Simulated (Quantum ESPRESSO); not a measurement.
The S K edge of atom 2 in LaS (Fm-3m), with 6 La at 2.93 Å (octahedral, site symmetry m-3m), was computed in 2 ways: excited-electron core hole (neutral cell) and no core hole. Program and functional: Quantum ESPRESSO XSpectra, PBEsol, without spin-orbit coupling, Lorentzian half width 0.3 eV up to 4 eV, rising linearly to 2.5 eV at 25 eV; cells of 2 and 8 atoms (the run without a hole in the smaller).

Each run is counted from its own lowest empty level or Fermi level and scaled to a mean of 1 over its first 20 eV.

```
E (eV)  run 1  run 2
  -2.0   0.05   0.04
  -1.4   0.06   0.05
  -0.8   0.09   0.08
  -0.2   0.19   0.17
   0.4   0.33   0.41
   1.0   0.71   0.44
   1.6   1.17   0.56
   2.2   2.28   0.85
   2.8   2.29   1.79
   3.4   1.24   1.80
   4.0   1.21   1.51
   4.6   1.59   1.26
   5.2   1.18   1.09
   5.8   1.17   1.17
   6.4   1.20   1.48
   7.0   1.00   1.53
   7.6   0.91   1.51
   8.2   0.84   1.34
   8.8   0.84   1.13
   9.4   0.84   1.01
  10.0   0.78   0.90
  10.6   0.78   0.82
  11.2   0.83   0.80
  11.8   0.86   0.84
  12.4   0.88   0.86
  13.0   0.88   0.85
  13.6   0.84   0.85
  14.2   0.81   0.83
  14.8   0.81   0.82
  15.4   0.83   0.84
  16.0   0.85   0.85
  16.6   0.85   0.85
  17.2   0.87   0.85
  17.8   0.89   0.84
  18.4   0.90   0.83
  19.0   0.92   0.83
  19.6   0.94   0.84
  20.2   0.95   0.86
  20.8   0.97   0.88
  21.4   0.99   0.90
  22.0   1.03   0.93
  22.6   1.07   0.97
  23.2   1.11   1.02
  23.8   1.14   1.06
  24.4   1.15   1.10
  25.0   1.14   1.13
  25.6   1.10   1.14
  26.2   1.06   1.14
  26.8   1.01   1.11
  27.4   0.97   1.07
  28.0   0.94   1.02
  28.6   0.92   0.99
  29.2   0.90   0.95
  29.8   0.89   0.93
  30.4   0.88   0.90
  31.0   0.87   0.89
  31.6   0.87   0.87
```

Question: Which run is which?

Run 1: excited-electron core hole (neutral cell) (area from −2 to 6 eV 7.9, main maxima 2.5 eV (2.55), 4.4 eV (1.68), 6.2 eV (1.29) and 12.7 eV (0.88)). Run 2: no core hole (area from −2 to 6 eV 6.6, main maxima 2.9 eV (1.86) and 6.7 eV (1.58)). With each curve scaled to its own mean, the area from −2 to 6 eV with the hole is 7.9 against 6.6, and the centre of weight from −1 to 20 eV moves by -0.3 eV: the hole pulls the absorber's empty states down.

[Banner, clock and machine lines of the logs are left out without a mark of their own.]

[Logs are printed without paths, hosts, clocks, repeated set-up lines and the standing remarks that a program may print on its own settings, such as how far it seeks lower states.]

[Hosts, paths, dates, database ids (printed as entryN), source tags and the programs' standing remarks are cut or masked in the printed files.]

[Lists of maxima count a maximum above −3 eV only where it reaches 4 % of the highest in the window and stands out from its surroundings by 2 % of it (1.5 % where it reaches 55 %); shoulders and weaker maxima are passed over, and of the rest the first, up to two pre-edge ones and the few strongest are named.]
